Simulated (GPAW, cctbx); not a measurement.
# How far are the atoms of AgPb2 from free atoms?

Question: by how much does bonding change the X-ray structure factors of AgPb2, and what does a routine refinement make of it?

The cell comes from substitution in a known structure type and wasn't matched to any measured phase. All numbers below are calculated.

## 1. Find the equilibrium geometry

The density hangs on the geometry, so cell and atoms are relaxed first, with the symmetry held. The cutoff is set higher than for the density because stress converges slowly with plane waves.

Settings: GPAW 26.7.0, PBE, 570 eV, 6×6×6 k-points, Fermi–Dirac width 0.1 eV, BFGS to 0.03 eV/Å.

```text
cell
1.0
     0.000000000   -3.477000000    0.000000000
     3.477000000    0.000000000    0.000000000
    -1.738500000    1.738500000    6.934500000
Pb Ag
2 1
Direct
0.669400000 0.669400000 0.338800000
0.330600000 0.330600000 0.661200000
0.000000000 0.000000000 0.000000000
```

```console
$ OMP_NUM_THREADS=1 mpirun -n 4 gpaw python run.py > gpaw.log
```

```text
BFGS:    0       -9.969063        1.185924
BFGS:    1      -10.009086        1.112221
BFGS:    2      -10.269306        0.595762
BFGS:    3      -10.388702        0.232295
...
BFGS:    6      -10.400471        0.075222
BFGS:    7      -10.401188        0.032715
BFGS:    8      -10.401366        0.003997
cell  3.4799 3.4799 7.1585  104.07 104.07 90.00
volume 81.406 A^3, largest force 0.004 eV/A, largest stress 0.01 GPa
```

After 8 steps the volume has changed by -2.9 % and the energy by -0.432 eV; the largest stress left is 0.01 GPa. It took 7.4 min on 4 cores of Arm Neoverse N1 (shared host), peak memory 1.3 GiB.

Relaxed structure: I4/mmm (no. 139), a = 3.4799 Å, b = 3.4799 Å, c = 13.4446 Å, α = 90.00°, β = 90.00°, γ = 90.00°.

```
atom  mult.    x    y       z
 Pb1      4  1/2  1/2  0.1440
 Ag1      2    0    0       0
```

## 2. The all-electron density

X-rays see the whole electron density, so the PAW density is rebuilt with its core regions. Subtracting spherical free atoms from the same code cancels the cores and leaves the deformation density Δρ, the part due to bonding.

Settings: PBE, 450 eV, 7×7×7 k-points, Fermi–Dirac width 0.1 eV; primitive cell of 3 atoms.

```console
$ OMP_NUM_THREADS=1 mpirun -n 4 gpaw python run.py > gpaw.log
```

```text
|iter:   1|       0s |  -10.630552 | -0.15 |       |
|iter:   2|       5s |  -10.519970 | -2.19 | -1.50 |
|iter:   3|       9s |  -10.297820 | -2.20 | -1.57 |
...
|iter:   8|      31s |  -10.282963c| -6.46 | -4.04c|
|iter:   9|      35s |  -10.282965c| -7.00 | -4.42c|
|iter:  10|      37s |  -10.282965c| -7.71c| -5.16c|
```

```text
gpts.py:43: UserWarning: Initial realspace grid (18,18,36) inconsistent with symmetries.
gpts.py:43: UserWarning: Initial realspace grid (18,18,36) inconsistent with symmetries.
gpts.py:43: UserWarning: Initial realspace grid (18,18,36) inconsistent with symmetries.
gpts.py:43: UserWarning: Initial realspace grid (18,18,36) inconsistent with symmetries.
gpts.py:70: UserWarning: Using symmetrized grid: (36,36,36).
gpts.py:70: UserWarning: Using symmetrized grid: (36,36,36).
gpts.py:70: UserWarning: Using symmetrized grid: (36,36,36).
gpts.py:70: UserWarning: Using symmetrized grid: (36,36,36).
grid (72, 72, 72)  electrons 211.000  moved by bonding 0.393 e
deformation density beyond 0.5 A of the nuclei: max 0.019, min -0.095 e/A^3
atom        x       y       z   Voronoi charge  moment
Pb1    0.6440  0.6440  0.2880      0.017       0.00
Pb2    0.3560  0.3560  0.7120      0.017       0.00
Ag3    0.0000  0.0000  0.0000     -0.034       0.00
mean inner potential of superposed free atoms 20.485 V
total magnetic moment 0.000 muB
```

Deformation density in a plane through the shortest contact of the Pb atom at the origin, in 0.01 e/Å³ (clipped at ±99); x from -1.6 to 4.7 Å, y from 2.4 down to -2.4 Å:

```text
  0  -3   0   2   1  -5  -9  -1  -5   0   2   0  -3   0   1   0
 -2   0   1   2   2   1  -4  -4  -1   1   2   1   0  -3  -3  -2
  0   0   1   1   2   2   2   1   1   2   2   2   2   1   0   0
  0   0   0   0   0   0   1   2   2   2   1   1   1   2   2   1
  0   0  -1  -2  -2  -3  -1   1   2   1  -3  -5  -5   0   2   1
  0   0  -1   0   .   0  -3   1   2  -2  -4   .  -8  -5   1   2
  0   0   0   .   .   1  -3   1   2  -4  -9   .   .  -6   1   2
  0   0  -1  -1   .   0  -2   1   2  -2  -6   .   0  -5   1   1
  0   0   0  -1  -1  -2   0   1   2   1  -3  -6  -4   0   1   1
  0   0   0   0   0   0   1   1   1   2   2   1   1   1   2   2
  0   0   0   0   0   0   1   0   0   1   1   2   2   2   2   1
  0   0   0   0   0   0   0  -1  -3  -3  -1   0   2   2   0  -3
  0   0   0   0   0   0   0   0   0   1  -3  -1   1   1  -4  -1
```

Atoms in or within 0.15 Å of the plane: Pb (0.0, 0.0), Ag (3.1, 0.0) Å. Dots mark points within about 0.45 Å of a nucleus; large values next to them are atomic features.

Ag gains most (-0.03 e) and Pb loses most (+0.02 e), which isn't the order of electronegativity: valence and coordination count too, and Voronoi cells cut space at the midplane whatever the atoms' sizes. Along the shortest contact from the Pb atom at the map's origin, Pb–Ag at 3.13 Å, Δρ is +0.02 e/Å³ at the midpoint: little piles up between the atoms, as is usual in a metallic crystal, which this run finds. Point values carry grid noise of about 0.01 e/Å³. The run needed 10 iterations, 53 s.

## 3. Structure factors

The Fourier components of Δρ, added to those of the free atoms, give the static X-ray structure factors; the Mott–Bethe relation turns them into the Fourier components V of the potential that fast electrons feel.

```text
static structure factors of the conventional cell: F in electrons, V (Mott-Bethe) in volts
   h  k  l      d  |F| table  |F| free   |F| DFT   change   |V| free  |V| DFT  change %
   0  0  2  6.7223    15.216    15.297    15.292   -0.005     1.337    1.343      0.4
   1  0  1  3.3689    99.790    99.755    99.860    0.104     2.834    2.801     -1.2
   0  0  4  3.3611   179.448   179.356   179.411    0.055     5.686    5.668     -0.3
   1  0  3  2.7486   337.066   336.796   336.450   -0.346    11.861   11.935      0.6
   1  1  0  2.4607   353.016   352.756   352.278   -0.478    11.803   11.885      0.7
   1  1  2  2.3107     9.752     9.630     9.314   -0.316     1.010    1.057      4.7
   0  0  6  2.2408   251.382   251.182   250.900   -0.282     8.250    8.290      0.5
   1  0  5  2.1277   121.965   121.817   121.466   -0.351     4.262    4.307      1.1
   1  1  4  1.9855   162.040   162.106   162.225    0.120     3.898    3.885     -0.3
   2  0  0  1.7399   316.789   316.670   316.628   -0.042     8.977    8.981      0.0
   2  0  2  1.6844     6.511     6.451     6.342   -0.109     0.791    0.799      1.1
   1  0  7  1.6815   182.181   182.211   182.339    0.128     4.088    4.078     -0.2
   0  0  8  1.6806   207.881   207.791   207.712   -0.079     5.994    6.000      0.1
   1  1  6  1.6568   226.502   226.412   226.449    0.037     6.424    6.421     -0.0
```

The largest X-ray change is -0.48 e on 110, 0.1 % of |F|. For electrons V goes as (Z − F)/g², and among components above 0.1 V the largest relative change is this: |V| of 112 moves by +4.7 % (1.01 to 1.06 V) against -3.3 % in |F|. The tabulated Hartree–Fock atoms differ from the free DFT atoms by up to 0.27 e, so the choice of reference atom matters too.

## 4. What a spherical-atom refinement makes of it

Routine crystallography fits spherical atoms. To see the bias, intensities are simulated from tabulated atoms plus the DFT change ΔF, so that bonding alone can misfit (3724 reflections of the full sphere, merged to the counts below, to 0.45 Å, 1.5 % proportional noise plus counting noise, assumed isotropic U as listed, Δρ smeared by the mean U) and refined with cctbx over different ranges.

```csv
range,data,R1,GooF,U Pb1 (true 0.006),U Ag1 (true 0.0075),largest shift (Å),"Δρ max, min (e/Å³)"
all data,323,0.0034,0.92,0.0060,0.0075,0.0000,"0.50, -0.48"
"low resolution, d > 0.84",65,0.0033,0.94,0.0059,0.0073,0.0000,"0.19, -0.22"
"high order, d < 0.75",236,0.0035,0.92,0.0060,0.0075,0.0000,"0.42, -0.35"
"occupancies free, d > 0.7",99,0.0032,0.92,0.0060,0.0075,0.0000,"0.31, -0.37"
```

With all data GooF is 0.92, so at this noise the bonding hardly shows; the top residual peak, near noise level, lies 1.84 Å from Ag and 1.84 Å from Ag. No U is off by more than 3 s.u. at low resolution. With Pb1 held at 1 and the scale free, the other occupancies refine to Ag1 1.001(0.002), within three s.u. of full.

## 5. Answer

Bonding moves 0.39 e in the primitive cell of AgPb2 and changes the structure factors of the conventional cell in the table above by at most 0.48 e (110, 0.1 %), and among reflections above 2 % of the strongest by up to 3.3 % (112). The shortest bond, Pb–Ag, has Δρ = +0.02 e/Å³ at its midpoint, with no localised bond charge. With all data GooF is 0.92, so at this noise the bonding hardly shows. Limits: static density, frozen cores, no spin–orbit coupling.

[Outputs are excerpts: Python notices, other lines and further rows are left out; steps that failed or that the build refused (PBEsol, TPSS) are not shown.]

[Logs are printed without paths, hosts, clocks, repeated set-up lines and the standing remarks that a program may print on its own settings, such as how far it seeks lower states.]
